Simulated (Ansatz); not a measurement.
# Work function of Ag(111): what the settings cost and change, part 2 of 2

Aim: the work function of Ag(111) against thickness and vacuum, with the cost.

Ansatz 0.2.0; plane-wave DFT, PBE, Ansatz PAW.

So far, work function, upper face (eV): step 2 (run, setting 1 layer) 4.52; step 4 (run, 3 atoms) 4.52; step 5 (run, 4 atoms) 4.51; step 6 (run, 5 atoms) 4.47; step 7 (run, 6 atoms) 4.44.

### Step 8. Slab, 8 atoms

System of this step: Ag(111). The cell holds 8 atoms: 8 Ag. Cell: a = 2.892 Å, b = 2.892 Å, c = 34.530 Å, α = 90.0°, β = 90.0°, γ = 60.0°. Vacuum lies along c.

File input.yaml:

```yaml
crystal:
  lattice:
    - [2.8920667351, 0.0, 0.0]
    - [1.4460333675, 2.504603262, 0.0]
    - [0.0, 0.0, 34.5295382069]
  atoms:
    - { symbol: Ag, position: [0.6666666667, 0.6666666667, 0.260646405] }
    - { symbol: Ag, position: [0.0, 0.0, 0.3290331464] }
    - { symbol: Ag, position: [0.3333333333, 0.3333333333, 0.3974198879] }
    - { symbol: Ag, position: [0.6666666667, 0.6666666667, 0.4658066293] }
    - { symbol: Ag, position: [0.0, 0.0, 0.5341933707] }
    - { symbol: Ag, position: [0.3333333333, 0.3333333333, 0.6025801121] }
    - { symbol: Ag, position: [0.6666666667, 0.6666666667, 0.6709668536] }
    - { symbol: Ag, position: [0.0, 0.0, 0.739353595] }
kpoints:
  mp_grid: { grid: [16, 16, 1] }
hamiltonian:
  xc: pbe
scf:
  occupations: { method: fermi_dirac, width: 0.1 }
  convergence: { dr2_threshold: 1.0e-09 }
efield:
  axis: 3
  dipole_correction: true
  ramp_position: 0.97
  ramp_width: 0.06
output:
  write_potential: true
  write_density: true
  volumetric_format: npy
```

Launch:

```sh
$ ansatz run input.yaml --threads 2 --pin off --max-ram 3072MiB --backend cpu --events-out ev --progress --plain --runs-dir out
```

Numbers of over 12 decimals in the logs are rounded to 6 here.

The program printed:

```text
[...]
Crystal: 8 atoms, lattice volume = 250.114 Å³
Basis set: ecut = 420 eV, 4879 PW (Γ)
Bands: 92, of which v1, the nominal top of the filled ones, is band 76 counted from 1 (75 counted from 0)
Symmetry: 6 space group operations
k-points: 30 of 256 (time reversal used)
[...]
k-point 0: bands = [... 72 lower, 4.2477, 4.4038, 4.4038, 4.4922, 4.4922, 4.4996, 5.7418, 7.1263, ... 12 higher]
  k-point 1: bands = [... 72 lower, 4.2080, 4.2502, 4.3687, 4.4073, 4.4970, 4.9300, 6.0227, 7.3284, ... 12 higher]
  k-point 2: bands = [... 72 lower, 4.1863, 4.2557, 4.4166, 4.5101, 4.6651, 5.4781, 6.5881, 7.8479, ... 12 higher]
  k-point 29: bands = [... 72 lower, 9.6902, 9.9586, 10.3946, 10.9499, 11.2267, 11.2843, 11.4944, 11.6763, ... 12 higher]
[key lines of the parts left out:]
SCF converged after 9 iterations
Free energy (F): -60723.740180 eV
Fermi energy:    7.496465 eV
Dipole field:    D = 0.000001 V/Å  (p = 0.000001 e·Å, saw-weighted, corrected)
Work function:   Φ+ = 4.4220 eV   Φ− = 4.4220 eV
```

Elapsed: 47 s, on 2 threads of Arm Neoverse V2, shared host; peak memory 0.97 GiB; 93 s of CPU time.

The work function is 4.422 eV, -0.022 eV from the run “6 layers”, at 1.8 times its CPU time.

### Step 9. Slab, 10 atoms

System of this step: Ag(111). The cell holds 10 atoms: 10 Ag. Its edges and angles: a = 2.892 Å, b = 2.892 Å, c = 39.252 Å, α = 90.0°, β = 90.0°, γ = 60.0°. Vacuum lies along c.

input.yaml, the sections that differ from step 8:

```yaml
crystal:
  lattice:
    - [2.8920667351, 0.0, 0.0]
    - [1.4460333675, 2.504603262, 0.0]
    - [0.0, 0.0, 39.2522634089]
  atoms:
    - { symbol: Ag, position: [0.0, 0.0, 0.2292861409] }
    - { symbol: Ag, position: [0.3333333333, 0.3333333333, 0.2894447763] }
    - { symbol: Ag, position: [0.6666666667, 0.6666666667, 0.3496034116] }
    - { symbol: Ag, position: [0.0, 0.0, 0.409762047] }
    - { symbol: Ag, position: [0.3333333333, 0.3333333333, 0.4699206823] }
    - { symbol: Ag, position: [0.6666666667, 0.6666666667, 0.5300793177] }
    - { symbol: Ag, position: [0.0, 0.0, 0.590237953] }
    - { symbol: Ag, position: [0.3333333333, 0.3333333333, 0.6503965884] }
    - { symbol: Ag, position: [0.6666666667, 0.6666666667, 0.7105552237] }
    - { symbol: Ag, position: [0.0, 0.0, 0.7707138591] }
# kpoints, hamiltonian, scf, efield, output: as in step 8
```

The program printed:

```text
[...]
Crystal: 10 atoms, lattice volume = 284.323 Å³
Basis set: ecut = 420 eV, 5531 PW (Γ)
Bands: 114, of which v1, the nominal top of the filled ones, is band 95 counted from 1 (94 counted from 0)
Symmetry: 6 space group operations
k-points: 30 of 256 (time reversal used)
[...]
k-point 1: bands = [... 91 lower, 5.4511, 5.5045, 5.5115, 5.6220, 5.6858, 5.8622, 6.6125, 7.5825, ... 15 higher]
  k-point 2: bands = [... 91 lower, 5.3900, 5.5198, 5.6331, 5.6994, 5.7822, 6.3884, 7.2022, 8.1726, ... 15 higher]
  k-point 29: bands = [... 91 lower, 11.0158, 11.3081, 11.7039, 12.1522, 12.3595, 12.4173, 12.5561, 12.6754, ... 15 higher]
[key lines of the parts left out:]
SCF converged after 9 iterations
Free energy (F): -75904.831068 eV
Fermi energy:    8.681372 eV
Dipole field:    D = -0.000001 V/Å  (p = -0.000001 e·Å, saw-weighted, corrected)
Work function:   Φ+ = 4.4214 eV   Φ− = 4.4214 eV
```

Wall time 74 s (2 threads); peak memory 1.3 GiB.

The work function is 4.421 eV, -0.001 eV from the run “8 layers”, at 1.6 times its CPU time.

### Step 10. Run, 13 atoms

System of this step: Ag(111). The cell holds 13 atoms: 13 Ag. Cell: a = 2.892 Å, b = 2.892 Å, c = 46.336 Å, α = 90.0°, β = 90.0°, γ = 60.0°. Vacuum lies along c.

input.yaml, the sections that differ from step 9:

```yaml
crystal:
  lattice:
    - [2.8920667351, 0.0, 0.0]
    - [1.4460333675, 2.504603262, 0.0]
    - [0.0, 0.0, 46.3363512118]
  atoms:
    - { symbol: Ag, position: [0.0, 0.0, 0.1942319532] }
    - { symbol: Ag, position: [0.3333333333, 0.3333333333, 0.2451932943] }
    - { symbol: Ag, position: [0.6666666667, 0.6666666667, 0.2961546355] }
    - { symbol: Ag, position: [0.0, 0.0, 0.3471159766] }
    - { symbol: Ag, position: [0.3333333333, 0.3333333333, 0.3980773177] }
    - { symbol: Ag, position: [0.6666666667, 0.6666666667, 0.4490386589] }
    - { symbol: Ag, position: [0.0, 0.0, 0.5] }
    - { symbol: Ag, position: [0.3333333333, 0.3333333333, 0.5509613411] }
    - { symbol: Ag, position: [0.6666666667, 0.6666666667, 0.6019226823] }
    - { symbol: Ag, position: [0.0, 0.0, 0.6528840234] }
    - { symbol: Ag, position: [0.3333333333, 0.3333333333, 0.7038453645] }
    - { symbol: Ag, position: [0.6666666667, 0.6666666667, 0.7548067057] }
    - { symbol: Ag, position: [0.0, 0.0, 0.8057680468] }
# kpoints, hamiltonian, scf, efield, output: as in step 9
```

The program printed:

```text
[...]
Crystal: 13 atoms, lattice volume = 335.636 Å³
Basis set: ecut = 420 eV, 6539 PW (Γ)
Bands: 149, of which v1, the nominal top of the filled ones, is band 124 counted from 1 (123 counted from 0)
Symmetry: 6 space group operations
k-points: 30 of 256 (time reversal used)
[...]
k-point 1: bands = [... 120 lower, 6.8030, 6.8723, 6.9034, 6.9750, 7.0176, 7.2007, 7.7660, 8.4855, ... 21 higher]
  k-point 2: bands = [... 120 lower, 6.8778, 6.9139, 6.9875, 7.0318, 7.2498, 7.7487, 8.3718, 9.0991, ... 21 higher]
  k-point 29: bands = [... 120 lower, 12.6720, 12.9815, 13.3341, 13.6060, 13.6713, 13.7287, 13.8174, 13.9216, ... 21 higher]
[key lines of the parts left out:]
SCF converged after 9 iterations
Free energy (F): -98676.480292 eV
Fermi energy:    9.989383 eV
Dipole field:    D = 0.000000 V/Å  (p = 0.000000 e·Å, saw-weighted, corrected)
Work function:   Φ+ = 4.4271 eV   Φ− = 4.4271 eV
```

It took 2.2 min on 2 threads; peak memory 1.8 GiB.

The work function is 4.427 eV, +0.006 eV from the run “10 layers”, at 1.8 times its CPU time.

### Step 11. Slab, 7 atoms

System of this step: Ag(111). The cell holds 7 atoms: 7 Ag. Its edges and angles: a = 2.892 Å, b = 2.892 Å, c = 24.168 Å, α = 90.0°, β = 90.0°, γ = 60.0°. Vacuum lies along c.

input.yaml, the sections that differ from step 10:

```yaml
crystal:
  lattice:
    - [2.8920667351, 0.0, 0.0]
    - [1.4460333675, 2.504603262, 0.0]
    - [0.0, 0.0, 24.1681756059]
  atoms:
    - { symbol: Ag, position: [0.0, 0.0, 0.2068836341] }
    - { symbol: Ag, position: [0.3333333333, 0.3333333333, 0.3045890894] }
    - { symbol: Ag, position: [0.6666666667, 0.6666666667, 0.4022945447] }
    - { symbol: Ag, position: [0.0, 0.0, 0.5] }
    - { symbol: Ag, position: [0.3333333333, 0.3333333333, 0.5977054553] }
    - { symbol: Ag, position: [0.6666666667, 0.6666666667, 0.6954109106] }
    - { symbol: Ag, position: [0.0, 0.0, 0.7931163659] }
# kpoints, hamiltonian, scf, efield, output: as in step 10
```

The program printed:

```text
[...]
Crystal: 7 atoms, lattice volume = 175.062 Å³
Basis set: ecut = 420 eV, 3417 PW (Γ)
Bands: 80, of which v1, the nominal top of the filled ones, is band 67 counted from 1 (66 counted from 0)
Symmetry: 6 space group operations
k-points: 30 of 256 (time reversal used)
[...]
k-point 1: bands = [... 63 lower, 7.1783, 7.2949, 7.3661, 7.4762, 7.6417, 8.7487, 10.2188, 10.7663, ... 9 higher]
  k-point 2: bands = [... 63 lower, 7.1819, 7.3738, 7.3752, 7.4888, 8.1289, 9.3002, 10.7166, 11.4179, ... 9 higher]
  k-point 29: bands = [... 63 lower, 12.7003, 13.0426, 13.5938, 14.1677, 14.2666, 14.4163, 14.7166, 14.7687, ... 9 higher]
[key lines of the parts left out:]
SCF converged after 9 iterations
Free energy (F): -53133.173491 eV
Fermi energy:    10.453350 eV
Dipole field:    D = -0.000000 V/Å  (p = -0.000000 e·Å, saw-weighted, corrected)
Work function:   Φ+ = 4.4465 eV (in doubt: plateau slope 3.4e-2 eV/Å)   Φ− = 4.4481 eV (in doubt: plateau slope 2.3e-2 eV/Å)
```

Wall time 29 s (2 threads); peak memory 0.68 GiB.

The work function is 4.447 eV. The program marks this work function as in doubt.

### Step 12. Run, 7 atoms

The cell differs from the one that the last finished run ended in (c 24.168 → 28.168 Å).

input.yaml, the sections that differ from step 11:

```yaml
crystal:
  lattice:
    - [2.8920667351, 0.0, 0.0]
    - [1.4460333675, 2.504603262, 0.0]
    - [0.0, 0.0, 28.1681756059]
  atoms:
    - { symbol: Ag, position: [0.0, 0.0, 0.2485073971] }
    - { symbol: Ag, position: [0.3333333333, 0.3333333333, 0.3323382647] }
    - { symbol: Ag, position: [0.6666666667, 0.6666666667, 0.4161691324] }
    - { symbol: Ag, position: [0.0, 0.0, 0.5] }
    - { symbol: Ag, position: [0.3333333333, 0.3333333333, 0.5838308676] }
    - { symbol: Ag, position: [0.6666666667, 0.6666666667, 0.6676617353] }
    - { symbol: Ag, position: [0.0, 0.0, 0.7514926029] }
# kpoints, hamiltonian, scf, efield, output: as in step 11
```

The program printed:

```text
[...]
Crystal: 7 atoms, lattice volume = 204.036 Å³
Basis set: ecut = 420 eV, 3959 PW (Γ)
Bands: 80, of which v1, the nominal top of the filled ones, is band 67 counted from 1 (66 counted from 0)
Symmetry: 6 space group operations
k-points: 30 of 256 (time reversal used)
[...]
k-point 0: bands = [... 63 lower, 5.0602, 5.2469, 5.2469, 5.3554, 5.3554, 6.3445, 7.9122, 8.3956, ... 9 higher]
  k-point 1: bands = [... 63 lower, 5.0621, 5.1787, 5.2499, 5.3600, 5.5256, 6.6321, 8.1058, 8.6461, ... 9 higher]
  k-point 2: bands = [... 63 lower, 5.0657, 5.2576, 5.2590, 5.3726, 6.0129, 7.1834, 8.6037, 9.2970, ... 9 higher]
  k-point 29: bands = [... 63 lower, 10.5841, 10.9264, 11.4776, 12.0515, 12.1505, 12.3000, 12.6005, 12.6525, ... 9 higher]
[key lines of the parts left out:]
SCF converged after 9 iterations
Free energy (F): -53133.173452 eV
Fermi energy:    8.337264 eV
Dipole field:    D = -0.000000 V/Å  (p = -0.000000 e·Å, saw-weighted, corrected)
Work function:   Φ+ = 4.4506 eV   Φ− = 4.4507 eV
```

Elapsed: 30 s, on 2 threads; peak memory 0.76 GiB; 60 s of CPU time.

The work function is 4.451 eV, +0.004 eV from the run “7 layers, 10 Å of vacuum”, at 1.0 times its CPU time.

### Step 13. Run, 7 atoms (run 2)

The cell differs from the one that the last finished run ended in (c 28.168 → 40.168 Å).

input.yaml, the sections that differ from step 12:

```yaml
crystal:
  lattice:
    - [2.8920667351, 0.0, 0.0]
    - [1.4460333675, 2.504603262, 0.0]
    - [0.0, 0.0, 40.1681756059]
  atoms:
    - { symbol: Ag, position: [0.0, 0.0, 0.3236392941] }
    - { symbol: Ag, position: [0.3333333333, 0.3333333333, 0.3824261961] }
    - { symbol: Ag, position: [0.6666666667, 0.6666666667, 0.441213098] }
    - { symbol: Ag, position: [0.0, 0.0, 0.5] }
    - { symbol: Ag, position: [0.3333333333, 0.3333333333, 0.558786902] }
    - { symbol: Ag, position: [0.6666666667, 0.6666666667, 0.6175738039] }
    - { symbol: Ag, position: [0.0, 0.0, 0.6763607059] }
# kpoints, hamiltonian, scf, efield, output: as in step 12
```

The program printed:

```text
[...]
Crystal: 7 atoms, lattice volume = 290.957 Å³
Basis set: ecut = 420 eV, 5691 PW (Γ)
Bands: 80, of which v1, the nominal top of the filled ones, is band 67 counted from 1 (66 counted from 0)
Symmetry: 6 space group operations
k-points: 30 of 256 (time reversal used)
[...]
k-point 0: bands = [... 63 lower, 1.2400, 1.4267, 1.4267, 1.5352, 1.5352, 2.5243, 4.0921, 4.5755, ... 9 higher]
  k-point 1: bands = [... 63 lower, 1.2419, 1.3585, 1.4297, 1.5399, 1.7054, 2.8119, 4.2857, 4.8259, ... 9 higher]
  k-point 2: bands = [... 63 lower, 1.2456, 1.4375, 1.4389, 1.5525, 2.1927, 3.3633, 4.7837, 5.4768, ... 9 higher]
  k-point 29: bands = [... 63 lower, 6.7640, 7.1063, 7.6575, 8.2313, 8.3303, 8.4799, 8.7803, 8.8324, ... 9 higher]
[key lines of the parts left out:]
SCF converged after 9 iterations
Free energy (F): -53133.173434 eV
Fermi energy:    4.517111 eV
Dipole field:    D = -0.000001 V/Å  (p = -0.000002 e·Å, saw-weighted, corrected)
Work function:   Φ+ = 4.4504 eV   Φ− = 4.4503 eV
```

It took 44 s on 2 threads; peak memory 0.98 GiB.

The work function is 4.450 eV, -0.000 eV from the run “7 layers, 14 Å of vacuum”, at 1.5 times its CPU time.

### Step 14. The series together

Times are for 2 threads of Arm Neoverse V2, shared host. The series side by side:

```csv
no.,setting,"work function, upper face (eV)",time,memory (GiB)
1,1 layer,4.516,3.4 s,0.38
2,2 layers,4.558,5.6 s,0.39
3,3 layers,4.523,10 s,0.46
4,4 layers,4.508,13 s,0.52
5,5 layers,4.474,19 s,0.61
6,6 layers,4.444,26 s,0.72
7,8 layers,4.422,47 s,0.97
8,10 layers,4.421,74 s,1.3
9,13 layers,4.427,2.2 min,1.8
10,"7 layers, 10 Å of vacuum",4.447,29 s,0.68
11,"7 layers, 14 Å of vacuum",4.451,30 s,0.76
12,"7 layers, 26 Å of vacuum",4.450,44 s,0.98
```

### Step 15. A changed input

System of this step: Ag(111) monolayer. The cell holds 1 atom: 1 Ag. Its edges and angles: a = 2.892 Å, b = 2.892 Å, c = 18.000 Å, α = 90.0°, β = 90.0°, γ = 60.0°. Vacuum lies along c.

An input spoilt on purpose, to show how the run answers: it repeats the earlier run “1 layer” with basis.ecutwfc to 400 K, and scf.max_iter set to 75; its output block differs too.

input.yaml, the sections that differ from step 13:

```yaml
crystal:
  lattice:
    - [2.8920667351, 0.0, 0.0]
    - [1.4460333675, 2.504603262, 0.0]
    - [0.0, 0.0, 18.0]
  atoms:
    - { symbol: Ag, position: [0.6666666667, 0.6666666667, 0.5] }
scf:
  occupations: { method: fermi_dirac, width: 0.1 }
  convergence: { dr2_threshold: 1.0e-09 }
  max_iter: 75
basis:
  ecutwfc: "400 K"
# kpoints, hamiltonian, efield, output: as in step 13
```

The program printed:

```text
Error: inconsistent input (basis.ecutwfc, kpoints): the smallest per-k basis holds n_pw = 0 plane waves (k-point 1, counted from 0 among those solved) but the deck needs at least 11 band(s) per channel, and no run solves more bands than the smallest per-k basis has plane waves; raise basis.ecutwfc until the smallest per-k basis, which caps the automatic band count, holds at least 11 plane waves
```

Run time: 0.03 s. Hardware: 2 threads; peak memory 0.07 GiB.

The input was rejected at the start.

The program's message: “Error: inconsistent input (basis.ecutwfc, kpoints): the smallest per-k basis holds n_pw = 0 plane waves (k-point 1, counted from 0 among those solved) but the deck needs at least 11 band(s) per channe …”

The fault put into the input: a cutoff in the wrong unit.

### Step 16. Results

```json
{"work function, 2 layers": "4.558 eV", "work function, 6 layers": "4.444 eV", "work function, 10 layers": "4.421 eV", "work function, 13 layers": "4.427 eV"}
```

**Reading.** The thickest slab gives 4.43 eV, and the settings tried spread the value from 4.42 to 4.56 eV. At 18 Å of vacuum, the slabs from 5 layers on stay within 0.05 eV of the thickest. Going from 10 to 26 Å of vacuum moves it by 0.004 eV. The program marks the value as in doubt in “7 layers, 10 Å of vacuum”. The ladder's slabs use the tabulated experimental lattice constant (two decimals; a low-temperature value for the alkali metals). In 1 run of the series (7 layers, 10 Å of vacuum) the program warns that electrons reach the sawtooth's ramp, which makes dipole and work function less sure.

Computed beside measured:

| quantity | measured | 13 layers |
| --- | --- | --- |
| work function (clean (111) face, a compiled value) (eV) | 4.53 | 4.43 (-0.10 eV) |

Measured values from arxiv:1902.07811 (2019).

Verdict: The work function is off by -0.10 eV: good agreement. The grades are ours: good and fair within 3 and 7 % for the work function. No cell relaxation is part of this session.

[Logs are printed without paths, hosts, clocks, repeated set-up lines and the standing remarks that a program may print on its own settings, such as how far it seeks lower states.]

[Hosts, paths, dates, database ids (printed as entryN), source tags and the programs' standing remarks are cut or masked in the printed files.]

[Maps of the electrostatic potential energy from Ansatz leave out the sawtooth potential of an applied field or a dipole correction, so their vacuum need not be flat; planar profiles and work functions include it.]
